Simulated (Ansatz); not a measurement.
**WC (Fm-3m): a soft mode frozen in**

Which phase does WC (Fm-3m) fall into along its unstable mode, and how much energy does it gain?

Main program and level: Ansatz 0.2.0; DFT PBEsol, scalar-relativistic, plane waves, PAW.

This is a report of a sequence of runs, with most program output left out.

### Step 1. The starting structure

Symmetry: Fm-3m, No. 225, cubic system. Conventional cell: a = 4.345 Å, b = 4.345 Å, c = 4.345 Å, α = 90.00°, β = 90.00°, γ = 90.00°. Nearest to W lie 6 C at 2.17 Å. Nearest to C lie 6 W at 2.17 Å. Farther neighbours are not listed.

### Step 2. The dispersion

The cell comes from relaxations at this level that are not shown. Stability and thermal properties need the whole zone. Linear response on a 4×4×4 q mesh gives force constants as far as a supercell of that size would.

Input file input.yaml:

```yaml
crystal:
  lattice:
    - [0.0, 2.1726318679, 2.1726318679]
    - [2.1726318679, 0.0, 2.1726318679]
    - [2.1726318679, 2.1726318679, 0.0]
  atoms:
    - { symbol: W, position: [0.0, 0.0, 0.0] }
    - { symbol: C, position: [0.5, 0.5, 0.5] }
kpoints:
  mp_grid: { grid: [16, 16, 16] }
hamiltonian:
  xc: pbesol
scf:
  occupations: { method: methfessel_paxton, width: 0.15 }
output:
  eigenvalues: true
phonons:
  method: dfpt
  qmesh: [4, 4, 4]
  temperatures: { t_max: 1000, t_step: 50 }
  qpath:
    path:
      - [[0.0, 0.0, 0.0], [0.5, 0.0, 0.5], [0.625, 0.25, 0.625]]
      - [[0.375, 0.375, 0.75], [0.0, 0.0, 0.0], [0.5, 0.5, 0.5], [0.5, 0.25, 0.75], [0.5, 0.0, 0.5]]
    npoints: 10
```

On the command line:

```sh
$ ansatz run input.yaml --threads 4 --pin off --max-ram 7168MiB --backend cpu --events-out ev --progress --plain --runs-dir out
```

The job ended after 3.9 min (4 threads of Arm Neoverse V2, shared host; peak memory 3.1 GiB).

This step gave:

* volume per atom: 10.26 Å³
* gap on the k-mesh: 0 eV
* sum-rule residual before enforcement: 1.25e-4 eV/Å²
* lowest frequency on the path: -153.9 cm⁻¹
* point group: m-3m
* highest frequency on the path or at a solved wavevector: 690.0 cm⁻¹
* highest optical mode at the zone centre (no LO-TO term): 413.0 cm⁻¹
* lowest optical zone-centre mode: 413.0 cm⁻¹
* lowest mode on the q mesh (acoustic modes at Γ apart): -153.9 cm⁻¹

Frequencies (cm⁻¹) solved at each irreducible wavevector; negative means imaginary. Frequencies by wavevector, by row:

| q in reciprocal lattice units | star | mode 1 | mode 2 | mode 3 | mode 4 | mode 5 | mode 6 |
| --- | --- | --- | --- | --- | --- | --- | --- |
| 0 0 0 | 1 | 0 | 0 | 0 | 413 | 413 | 413 |
| 0 0 0.25 | 8 | 63 | 63 | 135.3 | 549.3 | 549.3 | 620.1 |
| 0 0 -0.5 | 4 | 51.8 | 51.8 | 137.5 | 619.6 | 619.6 | 690 |
| 0 0.25 0.25 | 6 | 66 | 66 | 99.7 | 484.6 | 484.6 | 656.6 |
| 0 0.25 -0.5 | 24 | -37.8 | 20.9 | 51.6 | 582.3 | 603.7 | 640.1 |
| 0 0.25 -0.25 | 12 | 60.2 | 74 | 133.9 | 512.5 | 644.7 | 677.3 |
| 0 -0.5 -0.5 | 3 | -153.9 | 51.1 | 51.1 | 536 | 554.9 | 554.9 |
| 0.25 -0.5 -0.25 | 6 | -96 | -96 | 118.8 | 568.7 | 568.7 | 656.8 |

Interpolated from a 4×4×4 q mesh. Phonon branches along the path, in cm⁻¹:

| point | branch 1 | branch 2 | branch 3 | branch 4 | branch 5 | branch 6 |
| --- | --- | --- | --- | --- | --- | --- |
| Γ | 0 | 0 | 0 | 413 | 413 | 413 |
| halfway | 66 | 66 | 100 | 485 | 485 | 657 |
| X | -154 | 51 | 51 | 536 | 555 | 555 |
| halfway | -133 | 19 | 36 | 547 | 568 | 582 |
| U | -81 | -36 | 48 | 559 | 601 | 633 |
| jump to K | -81 | -36 | 48 | 559 | 601 | 633 |
| halfway | 58 | 85 | 140 | 491 | 613 | 657 |
| Γ | 0 | 0 | 0 | 413 | 413 | 413 |
| halfway | 63 | 63 | 135 | 549 | 549 | 620 |
| L | 52 | 52 | 138 | 620 | 620 | 690 |
| halfway | 13 | 56 | 84 | 596 | 610 | 668 |
| W | -96 | -96 | 119 | 569 | 569 | 657 |
| halfway | -120 | -77 | 82 | 555 | 564 | 611 |
| X | -154 | 51 | 51 | 536 | 555 | 555 |

Symmetry leaves 8 wavevectors to solve. The lowest mode among them, the acoustic zeros apart, lies at q = (0, -0.5, -0.5) and is imaginary, 153.9i cm⁻¹, so the energy falls along it.

### Step 3. The mode frozen in, largest atomic shift 0 Å

The mode followed lies at q = (0.25, -0.5, -0.25) with frequency 96.0i cm⁻¹ and is 2-fold degenerate, one of the unstable modes though not the softest. At small amplitude the distorted cell has space group no. 70 by a symmetry search on the positions. The undistorted cell that holds it gives the zero of energy on the same k mesh.

System of this step: WC. Symmetry: Fm-3m, No. 225, cubic system. The conventional cell has a = 4.345 Å, b = 4.345 Å, c = 4.345 Å, α = 90.00°, β = 90.00°, γ = 90.00°. Nearest to W lie 6 C at 2.17 Å. C has 6 W at 2.17 Å nearest. Farther neighbours are not listed.

Input file input.yaml:

```yaml
crystal:
  lattice:
    - [0.0, 0.0, -4.3452637359]
    - [4.3452637359, 0.0, 0.0]
    - [2.1726318679, -4.3452637359, -2.1726318679]
  atoms:
    - { symbol: W, position: [0.5, 0.5, 0.0] }
    - { symbol: W, position: [0.0, 0.0, 0.0] }
    - { symbol: W, position: [0.25, 0.75, 0.5] }
    - { symbol: W, position: [0.75, 0.25, 0.5] }
    - { symbol: C, position: [0.5, 0.0, 0.0] }
    - { symbol: C, position: [0.0, 0.5, 0.0] }
    - { symbol: C, position: [0.25, 0.25, 0.5] }
    - { symbol: C, position: [0.75, 0.75, 0.5] }
kpoints:
  mp_grid: { grid: [8, 8, 8] }
hamiltonian:
  xc: pbesol
scf:
  occupations: { method: methfessel_paxton, width: 0.15 }
output:
  forces: true
  stress: true
  eigenvalues: true
```

It took 3.7 s on 4 threads; peak memory 0.47 GiB.

This step gave:

```yaml
pressure: 0.02224 GPa
energy_from_the_undistorted_cell: 0 meV/atom
```

The run ends at a pressure of 0.02 GPa.

### Step 4. The mode frozen in, largest atomic shift 0.14 Å

The atoms are moved along the unstable eigenvector, the largest shift by 0.14 Å, with the cell fixed.

input.yaml, the sections that differ from step 3:

```yaml
crystal:
  lattice:
    - [0.0, 0.0, -4.3452637359]
    - [4.3452637359, 0.0, 0.0]
    - [2.1726318679, -4.3452637359, -2.1726318679]
  atoms:
    - { symbol: W, position: [0.4772177351, 0.5227822649, 0.0] }
    - { symbol: W, position: [0.0227822649, -0.0227822649, 0.0] }
    - { symbol: W, position: [0.2272177351, 0.7727822649, 0.5] }
    - { symbol: W, position: [0.7727822649, 0.2272177351, 0.5] }
    - { symbol: C, position: [0.5205531762, 0.0205531762, 0.0] }
    - { symbol: C, position: [-0.0205531762, 0.4794468238, 0.0] }
    - { symbol: C, position: [0.2705531762, 0.2705531762, 0.5] }
    - { symbol: C, position: [0.7294468238, 0.7294468238, 0.5] }
# kpoints, hamiltonian, scf, output: as in step 3
```

Wall time 4.2 s (4 threads); peak memory 0.54 GiB; 16 s of CPU time.

This step gave:

* pressure: 0.3200 GPa
* energy from the undistorted cell: -7.957 meV/atom

The energy, extrapolated to zero smearing, is -7.96 meV/atom against the undistorted cell.

The run ends at a pressure of 0.32 GPa, with forces up to 0.16 eV/Å.

### Step 5. Energy along the mode, all amplitudes (two of the runs are shown above)

An imaginary frequency means negative curvature, so the energy should fall and then rise again as anharmonic terms take over.

This step gave:

* depth at the lowest point sampled: 7.957 meV/atom
* largest atomic shift at that point: 0.14 Å

Table of energy from the parent by largest atomic shift:

| largest atomic shift (Å) | energy from the parent (meV/atom) |
| --- | --- |
| 0.0000 | 0 |
| 0.0400 | -1.81 |
| 0.0800 | -5.81 |
| 0.1400 | -7.96 |
| 0.2200 | 27.2 |

Displacement at unit largest shift by atom:

| atom | x (Å) | y (Å) | z (Å) | size |
| --- | --- | --- | --- | --- |
| W1 | 0.707 | 0.000 | 0.707 | 1.000 |
| W2 | -0.707 | 0.000 | -0.707 | 1.000 |
| W3 | 0.707 | 0.000 | 0.707 | 1.000 |
| W4 | -0.707 | 0.000 | -0.707 | 1.000 |
| C5 | 0.638 | 0.000 | -0.638 | 0.902 |
| C6 | -0.638 | 0.000 | 0.638 | 0.902 |
| C7 | 0.638 | 0.000 | -0.638 | 0.902 |
| C8 | -0.638 | 0.000 | 0.638 | 0.902 |

The lowest of the steps tried is at 0.14 Å, 7.96 meV/atom below the parent; the bottom of the well need not coincide with a step.

### Step 6. Relaxation from the frozen mode

Starting from the lowest point found, all atoms and the cell are let go, so that strain and other modes of the same symmetry can join in.

Changes to input.yaml since step 4:

```diff
@@ -24 +24,10 @@
   eigenvalues: true
+  write_density: true
+  write_potential: true
+  elf: true
+  volumetric_format: npy
+relax:
+  adjacent_minimum: "off"
+  f_tol: 0.002
+  max_steps: 120
+  cell: { stress_tol: 0.03 }
```

Wall time 47 s (4 threads); peak memory 0.57 GiB; 3.1 min of CPU time.

Relaxation path:

| step | energy less that of the first step (eV) | largest force component (eV/Å) | pressure (GPa) | volume (Å³) |
| --- | --- | --- | --- | --- |
| 1 | 0.0000 | 0.1102 | 0.32 | 82.04 |
| 2 | -0.0367 | 0.1417 | -0.46 | 82.28 |
| 3 | -0.0456 | 0.0742 | 0.13 | 82.17 |
| 4 | -0.0473 | 0.0185 | -0.02 | 82.23 |
| 5 | -0.0478 | 0.0105 | 0.24 | 82.19 |
| 6 | -0.0478 | 0.0006 | 0.00 | 82.24 |
| 7* | -0.0485 | 0.0003 | 0.01 | 82.24 |
| 8 | -0.0485 | 0.0001 | 0.00 | 82.25 |
| 9* | -0.0485 | 0.0001 | 0.00 | 82.25 |

Relaxation steps marked * repeat the geometry before them on a plane-wave basis chosen anew for their cell, so energy and pressure can jump there.

The run keeps the 8 symmetry operations that it works with, so distortions that break them were not tested.

| conventional cell, symmetrised | before | after | change |
| --- | --- | --- | --- |
| a (Å) | 6.145 | 6.130 | -0.2 % |
| b (Å) | 6.145 | 6.249 | +1.7 % |
| c (Å) | 8.691 | 8.589 | -1.2 % |
| volume (Å³/atom) | 10.26 | 10.28 | +0.2 % |

The atoms that moved most (Å, as changes of fractional coordinates times the final cell):

| atom | dx | dy | dz | length |
| --- | --- | --- | --- | --- |
| C6 | 0.008 | 0.000 | -0.008 | 0.011 |
| C7 | -0.008 | 0.000 | 0.008 | 0.011 |
| C5 | -0.008 | 0.000 | 0.008 | 0.011 |
| C8 | 0.008 | 0.000 | -0.008 | 0.011 |
| W2 | -0.005 | 0.000 | -0.005 | 0.008 |
| W1 | 0.005 | 0.000 | 0.005 | 0.008 |
| W3 | 0.005 | 0.000 | 0.005 | 0.008 |
| W4 | -0.005 | 0.000 | -0.005 | 0.008 |

Numbers from this step:

```yaml
pressure: -6.20e-4 GPa
volume_per_atom: 10.28 Å³
```

ELF in the ac plane of the conventional cell at fractional y = 0.000, with atoms of W and C within 0.2 Å of it. It is the smooth field of the valence electrons, not physical close to the nuclei.

Ten even steps from '0' (0.11) to '9' (0.72), each cell a mean:
```
44865841112774863
32477510000377622
11233320001233211
13689862015898742
25996895237977973
26950696248822984
25986995237977973
03799863125799851
01233321111233210
00157742322676300
11485683436858711
11582484437716821
00388873325888510
00134421221354200
01455532113455520
14899984126999962
26962795248944983
26962696248934983
14899984126999962
12456641003565431
21244210000244312
33788720001588842
44833841112861773
```
Columns run along a (6.1 Å), rows up along c (8.6 Å), edges of the conventional cell, whose origin can differ from the input's. Atoms in or near the plane, at fractional coordinates: W at (0.23, 0.00), W at (0.73, 0.50), W at (0.77, 0.00), W at (0.27, 0.50), C at (0.25, 0.25), C at (0.75, 0.75), C at (0.75, 0.25), C at (0.25, 0.75).

Electrostatic potential energy in the ac plane of the conventional cell at fractional y = 0.000, with atoms of W and C within 0.2 Å of it. With pseudopotentials it is smooth inside the atoms' cores, unlike the true potential.

Values in eV, 12 rows by 16 columns, each cell a mean:
```
 18   5 -22 -38 -34 -13  12  21  22  17  -1 -27 -38 -31  -6  15
 22  20  15   8   9  16  21  22  23  22  18  11   7  12  18  21
 21  20   9 -25 -33  -4  18  21  21  20  10 -25 -33  -4  18  21
 22  21  13 -12 -19   4  19  21  21  21  13 -12 -19   4  20  22
 23  21  16   6   0   5  15  20  21  18   9   1   3  12  20  22
 22  16  -6 -35 -45 -38 -12  13  17   1 -29 -45 -42 -19   9  20
 22  17  -1 -27 -38 -31  -6  15  18   5 -22 -38 -34 -13  12  21
 23  22  18  11   7  12  18  21  22  20  15   8   9  16  21  22
 21  20  10 -25 -33  -4  18  21  21  20   9 -25 -33  -4  18  21
 21  21  13 -12 -19   4  20  22  22  21  13 -12 -19   4  19  21
 21  18   9   1   3  12  20  22  23  21  16   6   0   5  15  20
 17   1 -29 -45 -42 -19   9  20  22  16  -6 -35 -45 -38 -12  13
```
Columns run along a (6.1 Å; values clipped at the 3rd and 97th percentile), rows up along c (8.6 Å), edges of the conventional cell, whose origin can differ from the input's. Atoms in or near the plane, at fractional coordinates: W at (0.23, 0.00), W at (0.73, 0.50), W at (0.77, 0.00), W at (0.27, 0.50), C at (0.25, 0.25), C at (0.75, 0.75), C at (0.75, 0.25), C at (0.25, 0.75).

Valence density in the ac plane of the conventional cell at fractional y = 0.000, with atoms of W and C within 0.2 Å of it. It is the smooth field of the valence electrons, not physical close to the nuclei.

Ten even steps from '0' (0.1 e/Å³) to '9' (5.0 e/Å³), each cell a mean:
```
01699710000499830
00255300000146410
00011000000011000
00011100000011000
00122210000122100
00123210000233200
00122210000122100
00011100000011000
00001100000011000
00025520001354100
00279961003899400
00289971004989500
00158841002797200
00013210000232000
00001000000011000
00012100000122100
00123210000233200
00123210000233200
00012100000122100
00001000000011000
00122100000022100
01488510000278620
02799820001598940
```
Columns run along a (6.1 Å), rows up along c (8.6 Å), edges of the conventional cell, whose origin can differ from the input's. Atoms in or near the plane, at fractional coordinates: W at (0.23, 0.00), W at (0.73, 0.50), W at (0.77, 0.00), W at (0.27, 0.50), C at (0.25, 0.25), C at (0.75, 0.75), C at (0.75, 0.25), C at (0.25, 0.75).

The distorted start has space group Fddd; the relaxation ends in Fddd.

### Step 7. The new phase in its own primitive cell

The relaxed structure is symmetrised, reduced to its primitive cell and relaxed tightly, as its phonons need.

Input file input.yaml:

```yaml
crystal:
  lattice:
    - [0.0, 3.1243646561, 4.2943137795]
    - [3.0650615554, 0.0, 4.2943137795]
    - [3.0650615554, 3.1243646561, 0.0]
  atoms:
    - { symbol: W, position: [0.0240446244, 0.4759553756, 0.4759553756] }
    - { symbol: W, position: [0.4759553756, 0.0240446244, 0.0240446244] }
    - { symbol: W, position: [0.7740446244, 0.2259553756, 0.2259553756] }
    - { symbol: W, position: [0.2259553756, 0.7740446244, 0.7740446244] }
    - { symbol: C, position: [0.9811708493, 0.5188291507, 0.9811708493] }
    - { symbol: C, position: [0.5188291507, 0.9811708493, 0.5188291507] }
    - { symbol: C, position: [0.7311708493, 0.2688291507, 0.7311708493] }
    - { symbol: C, position: [0.2688291507, 0.7311708493, 0.2688291507] }
kpoints:
  mp_grid: { grid: [8, 8, 8] }
hamiltonian:
  xc: pbesol
scf:
  occupations: { method: methfessel_paxton, width: 0.15 }
output:
  forces: true
  stress: true
  eigenvalues: true
relax:
  adjacent_minimum: "off"
  f_tol: 0.001
  max_steps: 60
  cell: { stress_tol: 0.01 }
```

Elapsed: 11 s, on 4 threads; peak memory 0.57 GiB; 44 s of CPU time.

Little changed from the start: no atom moved by 0.005 Å and no cell edge by 0.1 %.

This step gave:

```
pressure : -6.18e-4 GPa
```

The largest force component left is 0.14 meV/Å and the pressure is -0.001 GPa, within the tolerances set. The cell now holds 10.28 Å³/atom.

### Step 8. Modes of the new phase, k-mesh 8×8×8

A relaxed structure may still be a saddle point, so its zone-centre modes are computed. No field response is asked, since the mesh shows no gap.

Changes to input.yaml since step 7:

```diff
@@ -21,9 +21,4 @@
 output:
-  forces: true
-  stress: true
   eigenvalues: true
-relax:
-  adjacent_minimum: "off"
-  f_tol: 0.001
-  max_steps: 60
-  cell: { stress_tol: 0.01 }
+phonons:
+  method: dfpt
```

The job ended after 3.3 min (4 threads; peak memory 2.9 GiB).

Numbers from this step:

```
sum-rule residual before enforcement                    : 2.03e-5 eV/Å²
point group                                             : mmm
highest optical mode at the zone centre (no LO-TO term) : 677.1 cm⁻¹
lowest optical zone-centre mode                         : -59.73 cm⁻¹
```

Patterns of degenerate modes are one choice out of their space. Modes at Γ, with each element's share of the kinetic energy (negative means imaginary):

| mode | frequency (cm⁻¹) | symmetry | W % | C % |
| --- | --- | --- | --- | --- |
| 1 | -59.7 | B2g | 96 | 4 |
| 2 | 0.0 | acoustic | 94 | 6 |
| 3 | 0.0 | acoustic | 94 | 6 |
| 4 | 0.0 | acoustic | 94 | 6 |
| 5 | 58.5 | B1g | 96 | 4 |
| 6 | 62.6 | B3g | 97 | 3 |
| 7 | 82.4 | B1u | 96 | 4 |
| 8 | 97.4 | B1g | 96 | 4 |
| 9 | 103.9 | B2u | 99 | 1 |
| 10 | 108.4 | Au | 97 | 3 |
| 11 | 130.8 | B2g | 100 | 0 |
| 12 | 133.0 | Ag | 97 | 3 |
| 13 | 389.5 | B3u | 6 | 94 |
| 14 | 451.4 | B1u | 6 | 94 |
| 15 | 482.2 | B2u | 7 | 93 |
| 16 | 516.4 | B1g | 4 | 96 |
| 17 | 531.8 | B3g | 3 | 97 |
| 18 | 551.8 | Ag | 3 | 97 |
| 19 | 556.8 | B1u | 4 | 96 |
| 20 | 560.7 | Au | 3 | 97 |
| 21 | 580.3 | B2g | 4 | 96 |
| 22 | 588.9 | B1g | 4 | 96 |
| 23 | 675.7 | B3g | 0 | 100 |
| 24 | 677.1 | B3u | 0 | 100 |

Displacements in mode 1 (-59.7 cm⁻¹), the largest set to 1:
```
W1   0.00  1.00 -0.52
W2   0.00  1.00  0.52
W3   0.00 -1.00 -0.52
W4   0.00 -1.00  0.52
C5   0.00  0.89  0.00
C6   0.00  0.89  0.00
C7   0.00 -0.89  0.00
C8   0.00 -0.89  0.00
```

Displacements in mode 7 (82.4 cm⁻¹), the largest set to 1:
```
W1   0.00  1.00  0.00
W2   0.00 -1.00  0.00
W3   0.00 -1.00  0.00
W4   0.00  1.00  0.00
C5   0.78  0.00 -0.04
C6  -0.78  0.00 -0.04
C7  -0.78  0.00 -0.04
C8   0.78  0.00 -0.04
```

Before it was imposed, the acoustic sum rule was missed by 2.0e-5 eV/Å². Small misses are needed for a sound result but don't prove that mesh and cutoff are converged. The lowest optical mode is imaginary, 59.7i cm⁻¹, so the energy falls along it.

### Step 9. What came out

| Property | Result |
| --- | --- |
| unstable mode of the parent | q = (0.25, -0.5, -0.25), 96i cm⁻¹ |
| depth at the lowest point sampled | 7.96 meV/atom |
| largest atomic shift at that point | 0.14 Å |
| space group reached (within 0.01 Å) | Fddd |
| energy gained over the parent (first relaxation, on the mesh of the frozen mode) | 14.0 meV/atom |
| volume per atom, phase reached | 10.3 Å³ |
| lowest optical zone-centre mode, phase reached | -59.7 cm⁻¹ |
| highest optical mode at the zone centre (no LO-TO term), phase reached | 677 cm⁻¹ |

What this shows: Along this mode the structure falls into Fddd, 14.0 meV/atom below the parent. At the parent's cell the well is 7.957 meV/atom deep on the steps tried, with its lowest point at a shift of 0.14 Å. Relaxing atoms and cell changes the gain by +6.00 meV/atom against the lowest step (energies at zero smearing). The new phase still has an imaginary mode at the zone centre of its cell, so it is a saddle point on the way to a lower structure. Of the 4 patterns followed to their end from this parent, this one ends 13.7 meV/atom above the lowest, P4/nmm. Each path keeps the symmetry of its pattern, so a lower phase may lie along a pattern not tried. With no gap, or one that is small against the smearing, the frequencies hang on the k mesh and the smearing, most of all near Kohn anomalies. Spin-orbit coupling is left out, which can matter for the heavy elements here.

[Logs are printed without paths, hosts, clocks, repeated set-up lines and the standing remarks that a program may print on its own settings, such as how far it seeks lower states.]

[Hosts, paths, dates, database ids (printed as entryN), source tags and the programs' standing remarks are cut or masked in the printed files.]
